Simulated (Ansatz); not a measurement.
# F on Ni(111): change of the work function, part 2 of 4

Wanted: Δφ(θ) for F/Ni(111), starting from the fcc site.

Ansatz 0.2.0; plane-wave DFT, PBE, Ansatz PAW.

So far, work function, upper face (eV): step 2 (the clean slab) 5.07.

## 3. The covered slab, k-mesh 4×4×1, coverage 0.111 ML

System of this step: Ni36F (F/Ni(111)). The cell holds 37 atoms: 36 Ni and 1 F. Cell: a = 7.467 Å, b = 7.467 Å, c = 25.251 Å, α = 90.0°, β = 90.0°, γ = 60.0°. Vacuum lies along c.

The clean slab as it ended is repeated in the plane and the adsorbate is set on one face; the cell's size fixes the coverage, and the k-mesh shrinks with it to keep the sampling density about even. Adsorbate and upper layers relax, since the dipole depends on the height.

input.yaml

```yaml
crystal:
  lattice:
    - [7.4670476093, 0.0, 0.0]
    - [3.7335238046, 6.4666529209, 0.0]
    - [0.0, 0.0, 25.2506310946]
  atoms:
    - { symbol: Ni, position: [0.0, 0.0, 0.3564267351], spin: 0.7 }
    - { symbol: Ni, position: [0.1111111111, 0.1111111111, 0.4369107808], spin: 0.72 }
    - { symbol: Ni, position: [0.2222222222, 0.2222222222, 0.517127165], spin: 0.72 }
    - { symbol: Ni, position: [0.0, 0.0, 0.5965382084], spin: 0.7 }
    - { symbol: Ni, position: [0.0, 0.3333333333, 0.3564267351], spin: 0.7 }
    - { symbol: Ni, position: [0.1111111111, 0.4444444444, 0.4369107808], spin: 0.72 }
    - { symbol: Ni, position: [0.2222222222, 0.5555555556, 0.517127165], spin: 0.72 }
    - { symbol: Ni, position: [0.0, 0.3333333333, 0.5965382084], spin: 0.7 }
    - { symbol: Ni, position: [0.0, 0.6666666667, 0.3564267351], spin: 0.7 }
    - { symbol: Ni, position: [0.1111111111, 0.7777777778, 0.4369107808], spin: 0.72 }
    - { symbol: Ni, position: [0.2222222222, 0.8888888889, 0.517127165], spin: 0.72 }
    - { symbol: Ni, position: [0.0, 0.6666666667, 0.5965382084], spin: 0.7 }
    - { symbol: Ni, position: [0.3333333333, 0.0, 0.3564267351], spin: 0.7 }
    - { symbol: Ni, position: [0.4444444444, 0.1111111111, 0.4369107808], spin: 0.72 }
    - { symbol: Ni, position: [0.5555555556, 0.2222222222, 0.517127165], spin: 0.72 }
    - { symbol: Ni, position: [0.3333333333, 0.0, 0.5965382084], spin: 0.7 }
    - { symbol: Ni, position: [0.3333333333, 0.3333333333, 0.3564267351], spin: 0.7 }
    - { symbol: Ni, position: [0.4444444444, 0.4444444444, 0.4369107808], spin: 0.72 }
    - { symbol: Ni, position: [0.5555555556, 0.5555555556, 0.517127165], spin: 0.72 }
    - { symbol: Ni, position: [0.3333333333, 0.3333333333, 0.5965382084], spin: 0.7 }
    - { symbol: Ni, position: [0.3333333333, 0.6666666667, 0.3564267351], spin: 0.7 }
    - { symbol: Ni, position: [0.4444444444, 0.7777777778, 0.4369107808], spin: 0.72 }
    - { symbol: Ni, position: [0.5555555556, 0.8888888889, 0.517127165], spin: 0.72 }
    - { symbol: Ni, position: [0.3333333333, 0.6666666667, 0.5965382084], spin: 0.7 }
    - { symbol: Ni, position: [0.6666666667, 0.0, 0.3564267351], spin: 0.7 }
    - { symbol: Ni, position: [0.7777777778, 0.1111111111, 0.4369107808], spin: 0.72 }
    - { symbol: Ni, position: [0.8888888889, 0.2222222222, 0.517127165], spin: 0.72 }
    - { symbol: Ni, position: [0.6666666667, 0.0, 0.5965382084], spin: 0.7 }
    - { symbol: Ni, position: [0.6666666667, 0.3333333333, 0.3564267351], spin: 0.7 }
    - { symbol: Ni, position: [0.7777777778, 0.4444444444, 0.4369107808], spin: 0.72 }
    - { symbol: Ni, position: [0.8888888889, 0.5555555556, 0.517127165], spin: 0.72 }
    - { symbol: Ni, position: [0.6666666667, 0.3333333333, 0.5965382084], spin: 0.7 }
    - { symbol: Ni, position: [0.6666666667, 0.6666666667, 0.3564267351], spin: 0.7 }
    - { symbol: Ni, position: [0.7777777778, 0.7777777778, 0.4369107808], spin: 0.72 }
    - { symbol: Ni, position: [0.8888888889, 0.8888888889, 0.517127165], spin: 0.72 }
    - { symbol: Ni, position: [0.6666666667, 0.6666666667, 0.5965382084], spin: 0.7 }
    - { symbol: F, position: [0.1111111111, 0.1111111111, 0.6435732649] }
magnetization:
  spin_polarized: true
kpoints:
  mp_grid: { grid: [4, 4, 1] }
hamiltonian:
  xc: pbe
scf:
  occupations: { method: fermi_dirac, width: 0.1 }
  convergence: { dr2_threshold: 1.0e-08 }
efield:
  axis: 3
  dipole_correction: true
  ramp_position: 0.97
  ramp_width: 0.06
relax:
  f_tol: 0.02
  max_steps: 60
  constraints:
    - { sites: [0, 1, 4, 5, 8, 9, 12, 13, 16, 17, 20, 21, 24, 25, 28, 29, 32, 33] }
output:
  write_potential: true
  write_density: true
  volumetric_format: npy
```

On the command line:

```console
> ansatz run input.yaml --threads 4 --pin off --max-ram 16384MiB --backend cpu --events-out ev --progress --plain --runs-dir out
```

Numbers of over 12 decimals in the logs are rounded to 6 here.

Log:

```text
[...]
Crystal: 37 atoms, lattice volume = 1219.272 Å³
Basis set: ecut = 420 eV, 23833 PW (Γ), exchange–correlation on 100×100×360 points (8 copies of the dense FFT grid, shifted against one another)
Bands: 409, of which v1, the nominal top of the filled ones, is band 328 counted from 1 (327 counted from 0)
Symmetry: 6 space group operations
k-points: 4 of 16 (time reversal used)
[...]
Starting moments: Σ|m| = 25.56 μB on 36 of 37 sites
[...]
SCF iter   1: F=—  HF=-210993.495368 eV  |F-HF|=—  |Δ(HF+E_count)|=         —  Δρ=2.97e-2 (↑1.21e-2 ↓2.97e-2)  dr2=2.65e1  dr2_m=2.53e0  M=27.208 μB ∫|m|=28.664 μB  β_m=1.00  ethr=3.10e-3  p=-0.000 e·Å  D=-6.34e-7 V/Å  ΔV_dip=0.00 eV  dr2_dipole=9.48e-2  V_vac-E_F(+/−)=7.23/7.23 eV  ⟨swp⟩=8.4  Hψ=15610  notcnv=0  defer=330
[...]
SCF iter  18: F=-211027.170635 eV  HF=-211027.170635 eV  |F-HF|=3.78e-10  |Δ(HF+E_count)|=   1.60e-8  Δρ=7.44e-7 (↑2.87e-7 ↓7.44e-7)  dr2=8.65e-9  dr2_m=1.11e-9  M=24.252 μB ∫|m|=27.884 μB  ethr=1.00e-12  p=0.014 e·Å  D=2.12e-3 V/Å  ΔV_dip=-0.05 eV  dr2_dipole=5.32e-10  V_vac-E_F(+/−)=5.03/5.08 eV  ⟨swp⟩=5.8  Hψ=20688  notcnv=0
SCF 1 converged in 18 iterations: F = -211027.170635 eV  dr2 = 8.65e-9
[...]
relax step   1: F+E_penalty+E_count = -211027.17063527 eV  Δ(F+E_penalty+E_count) = +0.000e0 eV  max|allowed force component| = 3.255e0 eV/Å  Δτ_max = 0.0000 Å  (18 SCF iters, accepted)
[...]
SCF iter  15: F=-211027.419534 eV  HF=-211027.419534 eV  |F-HF|=1.78e-9  |Δ(HF+E_count)|=   5.85e-9  Δρ=3.08e-7 (↑2.55e-7 ↓3.08e-7)  dr2=2.40e-9  dr2_m=1.40e-10  M=24.312 μB ∫|m|=27.955 μB  ethr=1.00e-12  p=-0.004 e·Å  D=-6.33e-4 V/Å  ΔV_dip=0.02 eV  dr2_dipole=1.67e-10  V_vac-E_F(+/−)=5.10/5.08 eV  ⟨swp⟩=6.0  Hψ=19952  notcnv=0
SCF 2 converged in 15 iterations: F = -211027.419534 eV  dr2 = 2.40e-9
[...]
relax step   2: F+E_penalty+E_count = -211027.41953423 eV  Δ(F+E_penalty+E_count) = -2.489e-1 eV  max|allowed force component| = 2.184e0 eV/Å  Δτ_max = 0.0736 Å  (15 SCF iters, accepted)
SCF iter   1: F=—  HF=-211027.703900 eV  |F-HF|=—  |Δ(HF+E_count)|=         —  Δρ=2.54e-3 (↑2.22e-3 ↓2.54e-3)  dr2=2.73e-1  dr2_m=1.11e-2  M=24.386 μB ∫|m|=28.024 μB  β_m=1.00  ethr=4.94e-4  p=-0.004 e·Å  D=-6.33e-4 V/Å  ΔV_dip=0.02 eV  dr2_dipole=5.68e-2  V_vac-E_F(+/−)=5.12/5.10 eV  ⟨swp⟩=4.9  Hψ=8395  notcnv=0  defer=372
[...]
SCF iter  15: F=-211027.660051 eV  HF=-211027.660051 eV  |F-HF|=7.01e-9  |Δ(HF+E_count)|=   8.12e-9  Δρ=5.64e-7 (↑2.40e-7 ↓5.64e-7)  dr2=5.81e-9  dr2_m=5.27e-10  M=24.419 μB ∫|m|=28.071 μB  ethr=1.16e-12  p=-0.067 e·Å  D=-9.98e-3 V/Å  ΔV_dip=0.25 eV  dr2_dipole=6.21e-11  V_vac-E_F(+/−)=5.33/5.08 eV  ⟨swp⟩=6.1  Hψ=20218  notcnv=0
SCF 3 converged in 15 iterations: F = -211027.660051 eV  dr2 = 5.81e-9
relax step   3: F+E_penalty+E_count = -211027.66005109 eV  Δ(F+E_penalty+E_count) = -2.405e-1 eV  max|allowed force component| = 1.667e-1 eV/Å  Δτ_max = 0.2000 Å  (15 SCF iters, accepted)
[...]
relax step   4: F+E_penalty+E_count = -211027.62428648 eV  Δ(F+E_penalty+E_count) = +3.576e-2 eV  max|allowed force component| = 3.182e-1 eV/Å  Δτ_max = 0.0788 Å  (15 SCF iters, rejected (line search))
SCF iter   1: F=—  HF=-211027.653861 eV  |F-HF|=—  |Δ(HF+E_count)|=         —  Δρ=2.54e-3 (↑1.75e-3 ↓2.54e-3)  dr2=6.50e-2  dr2_m=2.95e-2  M=24.434 μB ∫|m|=28.082 μB  β_m=1.00  ethr=1.22e-4  p=-0.061 e·Å  D=-8.98e-3 V/Å  ΔV_dip=0.23 eV  dr2_dipole=2.37e-4  V_vac-E_F(+/−)=5.31/5.08 eV  ⟨swp⟩=4.8  Hψ=8603  notcnv=0  defer=371
[...]
SCF iter  15: F=-211027.664304 eV  HF=-211027.664304 eV  |F-HF|=8.27e-9  |Δ(HF+E_count)|=   7.57e-9  Δρ=5.40e-7 (↑1.75e-7 ↓5.40e-7)  dr2=9.67e-9  dr2_m=4.69e-10  M=24.423 μB ∫|m|=28.074 μB  ethr=1.00e-12  p=-0.069 e·Å  D=-1.03e-2 V/Å  ΔV_dip=0.26 eV  dr2_dipole=1.94e-9  V_vac-E_F(+/−)=5.34/5.08 eV  ⟨swp⟩=6.4  Hψ=20039  notcnv=0
SCF 5 converged in 15 iterations: F = -211027.664304 eV  dr2 = 9.67e-9
relax step   5: F+E_penalty+E_count = -211027.66430399 eV  Δ(F+E_penalty+E_count) = -4.253e-3 eV  max|allowed force component| = 9.699e-3 eV/Å  Δτ_max = 0.0166 Å  (15 SCF iters, accepted)
NSCF: frozen V_eff on 4 k-points
[...]
SCF converged after 15 iterations
Magnetization: 24.4226 μB (339.7113 up, 315.2887 down)
Absolute magnetization: 28.1026 μB (∫|ρ↑−ρ↓|, with the PAW one-centre terms)
[...]
Per-site moments (μB) at R_I (Å): [(0.694648, 1.026719), (0.718236, 1.023557), (0.725732, 1.016846), (0.758601, 0.847760), (0.694648, 1.026719), (0.725675, 1.019831), (0.714760, 1.010825), (0.758601, 0.847760), (0.705250, 1.026719), (0.725675, 1.019831), (0.725732, 1.016846), (0.744600, 1.009435), (0.694648, 1.026719), (0.725675, 1.019831), (0.714760, 1.010825), (0.758601, 0.847760), (0.699126, 1.026719), (0.715787,  [...]
Free energy (F): -211027.664304 eV
[...]
Internal energy: -211025.565827 eV  (E = F + TS)
E sigma→0 (E₀):  -211026.615066 eV
Entropy (-TS):   -2.098477 eV (-56.716 meV/atom)
Fermi energy:    2.430685 eV
Dipole field:    D = -0.010277 V/Å  (p = -0.069247 e·Å, saw-weighted, corrected)
Work function:   Φ+ = 5.3409 eV   Φ− = 5.0814 eV
[...]
--- Forces (eV/Å), atoms counted from 1 ---
  atom   1  Ni     0.00887117     0.00512177     0.13544826
  atom   2  Ni    -0.00000000     0.00000000    -0.15473354
  atom   3  Ni    -0.00091115    -0.00052605    -0.00032832
  atom   4  Ni    -0.00151464    -0.00087448     0.00426701
  atom   5  Ni     0.00000000    -0.01024354     0.13544826
  atom   6  Ni    -0.03485387     0.01585342    -0.14027849
  atom   7  Ni     0.00137143    -0.00079179     0.00062829
  atom   8  Ni    -0.00000000     0.00174895     0.00426701
  atom   9  Ni     0.01792574    -0.01034943     0.15362824
  atom  10  Ni    -0.03115640     0.02225763    -0.14027849
  atom  11  Ni    -0.00000000     0.00105211    -0.00032832
  atom  12  Ni    -0.00065502     0.00037817    -0.00075523
  atom  13  Ni    -0.00887117     0.00512177     0.13544826
  atom  14  Ni    -0.00369747    -0.03811104    -0.14027849
  atom  15  Ni    -0.00000000     0.00158359     0.00062829
  atom  16  Ni     0.00151464    -0.00087448     0.00426701
  atom  17  Ni    -0.00051777    -0.00029894     0.13813896
  atom  18  Ni    -0.00000000     0.00000000    -0.20241910
  atom  19  Ni    -0.00137143    -0.00079179     0.00062829
  atom  20  Ni     0.00082810     0.00047810    -0.00010640
  atom  21  Ni    -0.00000000     0.00059787     0.13813896
  atom  22  Ni     0.03115640     0.02225763    -0.14027849
  atom  23  Ni    -0.00295573     0.00170649     0.00030733
  atom  24  Ni     0.00000000    -0.00095621    -0.00010640
  atom  25  Ni    -0.00000000     0.02069886     0.15362824
  atom  26  Ni     0.00369747    -0.03811104    -0.14027849
  atom  27  Ni     0.00091115    -0.00052605    -0.00032832
  atom  28  Ni     0.00000000    -0.00075635    -0.00075523
  atom  29  Ni     0.00051777    -0.00029894     0.13813896
  atom  30  Ni     0.03485387     0.01585342    -0.14027849
  atom  31  Ni     0.00000000    -0.00341298     0.00030733
  atom  32  Ni    -0.00082810     0.00047810    -0.00010640
  atom  33  Ni    -0.01792574    -0.01034943     0.15362824
  atom  34  Ni    -0.00000000     0.00000000    -0.08522763
  atom  35  Ni     0.00295573     0.00170649     0.00030733
  atom  36  Ni     0.00065502     0.00037817    -0.00075523
  atom  37  F     -0.00000000    -0.00000000    -0.00969901
  max |Σ_I F_I| component: 6.58e-5 eV/Å
--- Band table (eV; the first three rows and the last of 8) ---
  k-point 0 ↑: bands = [... 324 lower, 1.6380, 1.6463, 1.6463, 1.6509, 1.6540, 1.6625, 1.6625, 1.6715, ... 77 higher]
  k-point 1 ↑: bands = [... 324 lower, 1.7331, 1.7370, 1.7378, 1.7754, 1.7769, 1.7875, 1.7903, 1.7978, ... 77 higher]
  k-point 2 ↑: bands = [... 324 lower, 1.7882, 1.7903, 1.7985, 1.8050, 1.8104, 1.8387, 1.8565, 1.8664, ... 77 higher]
  k-point 3 ↓: bands = [... 324 lower, 2.6028, 2.6387, 2.6505, 2.6582, 2.6653, 2.6873, 2.7162, 2.7339, ... 77 higher]
--- Relaxed structure (5 steps of the walk, 4 accepted, 0 SCFs on fresh bases) ---
  F+E_penalty+E_count = -211027.66430399 eV   max|allowed force component| = 9.699e-3 eV/Å
  atoms:
    - { symbol: Ni, position: [1.1111113280699718e-11, 1.111111328069972e-11, 0.356427] }
    - { symbol: Ni, position: [0.111111, 0.111111, 0.436911] }
    - { symbol: Ni, position: [0.221777, 0.221777, 0.517184] }
    - { symbol: Ni, position: [-0.00380094, -0.00380094, 0.598200] }
    - { symbol: Ni, position: [1.1111084274872951e-11, 0.333333, 0.356427] }
    - { symbol: Ni, position: [0.111111, 0.444444, 0.436911] }
    - { symbol: Ni, position: [0.221730, 0.555802, 0.516628] }
    - { symbol: Ni, position: [-0.00380094, 0.340935, 0.598200] }
    - { symbol: Ni, position: [-2.2222224060897133e-11, 0.666667, 0.356427] }
    - { symbol: Ni, position: [0.111111, 0.777778, 0.436911] }
    - { symbol: Ni, position: [0.221777, 0.889778, 0.517184] }
    - { symbol: Ni, position: [0.000124495, 0.666604, 0.596162] }
    - { symbol: Ni, position: [0.333333, 1.111111328069972e-11, 0.356427] }
    - { symbol: Ni, position: [0.444444, 0.111111, 0.436911] }
    - { symbol: Ni, position: [0.555802, 0.221730, 0.516628] }
    - { symbol: Ni, position: [0.340935, -0.00380094, 0.598200] }
    - { symbol: Ni, position: [0.333333, 0.333333, 0.356427] }
    - { symbol: Ni, position: [0.444444, 0.444444, 0.436911] }
    - { symbol: Ni, position: [0.555802, 0.555802, 0.516628] }
    - { symbol: Ni, position: [0.335401, 0.335401, 0.595565] }
    - { symbol: Ni, position: [0.333333, 0.666667, 0.356427] }
    - { symbol: Ni, position: [0.444444, 0.777778, 0.436911] }
    - { symbol: Ni, position: [0.553042, 0.890145, 0.517779] }
    - { symbol: Ni, position: [0.335401, 0.662531, 0.595565] }
    - { symbol: Ni, position: [0.666667, -2.22222043069289e-11, 0.356427] }
    - { symbol: Ni, position: [0.777778, 0.111111, 0.436911] }
    - { symbol: Ni, position: [0.889778, 0.221777, 0.517184] }
    - { symbol: Ni, position: [0.666604, 0.000124495, 0.596162] }
    - { symbol: Ni, position: [0.666667, 0.333333, 0.356427] }
    - { symbol: Ni, position: [0.777778, 0.444444, 0.436911] }
    - { symbol: Ni, position: [0.890145, 0.553042, 0.517779] }
    - { symbol: Ni, position: [0.662531, 0.335401, 0.595565] }
    - { symbol: Ni, position: [0.666667, 0.666667, 0.356427] }
    - { symbol: Ni, position: [0.777778, 0.777778, 0.436911] }
    - { symbol: Ni, position: [0.890145, 0.890145, 0.517779] }
    - { symbol: Ni, position: [0.666604, 0.666604, 0.596162] }
    - { symbol: F, position: [0.111111, 0.111111, 0.654416] }
```

Wall time 33 min (4 threads of Arm Neoverse V1, shared host); peak memory 9.6 GiB.

Step by step:

| step | energy less that of the first step (eV) | largest force component (eV/Å) |
| --- | --- | --- |
| 1 | 0.0000 | 3.2553 |
| 2 | -0.2489 | 2.1844 |
| 3 | -0.4894 | 0.1667 |
| 4 | -0.4537 | 0.3182 |
| 5 | -0.4937 | 0.0097 |

Relaxation step 4 was tried and not accepted.

The run keeps the 6 symmetry operations that it works with, so distortions that break them were not tested.

The atoms that moved most (Å):

| atom | dx | dy | dz | length |
| --- | --- | --- | --- | --- |
| F37 | 0.000 | 0.000 | 0.274 | 0.274 |
| Ni16 | 0.043 | -0.025 | 0.042 | 0.065 |
| Ni4 | -0.043 | -0.025 | 0.042 | 0.065 |
| Ni8 | 0.000 | 0.049 | 0.042 | 0.065 |
| Ni24 | 0.000 | -0.027 | -0.025 | 0.036 |
| Ni32 | -0.023 | 0.013 | -0.025 | 0.036 |
| Ni20 | 0.023 | 0.013 | -0.025 | 0.036 |
| Ni35 | 0.014 | 0.008 | 0.016 | 0.023 |

The relaxed structure:

```
Ni F
1.0
     7.46705    0.00000    0.00000
     3.73352    6.46665    0.00000
     0.00000    0.00000   25.25063
Ni F
36 1
Direct
  0.00000 0.00000 0.35643
  0.11111 0.11111 0.43691
  0.22178 0.22178 0.51718
  0.99620 0.99620 0.59820
  0.00000 0.33333 0.35643
  0.11111 0.44444 0.43691
  0.22173 0.55580 0.51663
  0.99620 0.34094 0.59820
  0.00000 0.66667 0.35643
  0.11111 0.77778 0.43691
  0.22178 0.88978 0.51718
  0.00012 0.66660 0.59616
  0.33333 0.00000 0.35643
  0.44444 0.11111 0.43691
  0.55580 0.22173 0.51663
  0.34094 0.99620 0.59820
  0.33333 0.33333 0.35643
  0.44444 0.44444 0.43691
  0.55580 0.55580 0.51663
  0.33540 0.33540 0.59557
  0.33333 0.66667 0.35643
  0.44444 0.77778 0.43691
  0.55304 0.89015 0.51778
  0.33540 0.66253 0.59557
  0.66667 0.00000 0.35643
  0.77778 0.11111 0.43691
  0.88978 0.22178 0.51718
  0.66660 0.00012 0.59616
  0.66667 0.33333 0.35643
  0.77778 0.44444 0.43691
  0.89015 0.55304 0.51778
  0.66253 0.33540 0.59557
  0.66667 0.66667 0.35643
  0.77778 0.77778 0.43691
  0.89015 0.89015 0.51778
  0.66660 0.66660 0.59616
  0.11111 0.11111 0.65442
```

This step gave:

```yaml
energy_at_zero_smearing: -211026.6151 eV
total_moment: 24.42 μB
work_function_upper_face: 5.341 eV
work_function_lower_face: 5.081 eV
dipole_along_the_normal: -0.06925 e·Å
step_between_the_vacuum_levels: 0.2595 eV
```

Running mean over 2.032 Å of the planar mean; the ramp of the sawtooth is left out. The electron's electrostatic potential energy less the Fermi level by z:

z (Å), electron's electrostatic potential energy less the Fermi level (eV) and a bar from the least value:
```
        4        5.1 ##############################
        5        5.1 ##############################
        6        5.0 #############################
        7        4.4 ############################
        8       -3.2 ##############
        9      -10.0 #
       10      -10.3 #
       11      -10.4 
       12      -10.5 
       13      -10.4 
       14      -10.7 
       15      -10.3 #
       16       -4.6 ###########
       17        3.8 ###########################
       18        5.2 ##############################
       19        5.3 ##############################
       20        5.3 ##############################
       21        5.3 ##############################
       22        5.3 ##############################
```

Site moment by element, in μB:

| element | atoms | mean | spread (r.m.s.) | least | largest |
| --- | --- | --- | --- | --- | --- |
| Ni | 36 | 0.719 | 0.020 | 0.657 | 0.759 |
| F | 1 | 0.074 | 0.000 | 0.074 | 0.074 |

The atoms farthest from the mean of their element:

| atom | x, y, z (Å) | site moment (μB) |
| --- | --- | --- |
| Ni34 | 8.71, 5.03, 11.03 | 0.657 |
| Ni16 | 2.53, -0.02, 15.10 | 0.759 |
| Ni4 | -0.04, -0.02, 15.10 | 0.759 |
| Ni8 | 1.24, 2.20, 15.10 | 0.759 |
| Ni12 | 2.49, 4.31, 15.05 | 0.745 |
| Ni28 | 4.98, 0.00, 15.05 | 0.745 |
| Ni36 | 7.47, 4.31, 15.05 | 0.745 |
| Ni5 | 1.24, 2.16, 9.00 | 0.695 |

The relaxation took 5 steps and lowered the energy by 0.49 eV; the largest force on the free atoms ends at 0.0097 eV/Å.

The covered face has 5.34 eV, +0.27 eV against the clean one; the bare back face has moved by -0.00 eV, a measure of how thin the slab is.

(Continued in part 3 of 4.)

[Logs are printed without paths, hosts, clocks, repeated set-up lines and the standing remarks that a program may print on its own settings, such as how far it seeks lower states.]

[Hosts, paths, dates, database ids (printed as entryN), source tags and the programs' standing remarks are cut or masked in the printed files.]

[Maps of the electrostatic potential energy from Ansatz leave out the sawtooth potential of an applied field or a dipole correction, so their vacuum need not be flat; planar profiles and work functions include it.]
